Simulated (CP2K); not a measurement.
Consider phosphine at its PBE geometry (Å).

```xyz
4

P     0.0412   -0.0142    0.5919
H    -0.4848    1.0943   -0.1383
H     1.1641   -0.1296   -0.2825
H    -0.7205   -0.9504   -0.1711
```

Method: CP2K XAS_TDP, all-electron GAPW, PBEh(45%), aug-cc-pVTZ, TDA, GW2X-corrected core level, ZORA, spin–orbit coupling.

**Question.** Where do the P L₂,₃-edge lines lie, and how strong are they?

Leading lines: P1 132.70 eV. The leading line of an atom is its first one with 35 % of the strongest within 2.5 eV of its lowest line over the strength cut. Core ionisation energies at this level: P1 136.43/136.44/137.24 eV; the 2p½ level lies 0.80 eV above the 2p3/2 pair.

The first six lines of each atom with a strength over 0.0003:

```csv
atom,energy (eV),states,"strength, one atom",above the computed threshold
P1 (bonded to 3 H),132.57,2,0.0007,
,132.70,2,0.0057,
,132.71,2,0.0010,
,133.02,1,0.0019,
,133.39,2,0.0007,
,133.43,3,0.0016,
```

Lines are vertical, at one geometry, with no vibrational structure. GW2X ionisation energies and lines can be off by 1 to 2 eV either way, and a good line position may hide errors that cancel. Rydberg lines, and the discretised continuum above threshold, depend on the basis and the box.

[Banner, clock and machine lines of the logs are left out without a mark of their own.]

[Logs are printed without paths, hosts, clocks, repeated set-up lines and the standing remarks that a program may print on its own settings, such as how far it seeks lower states.]

[Hosts, paths, dates, database ids (printed as entryN), source tags and the programs' standing remarks are cut or masked in the printed files.]
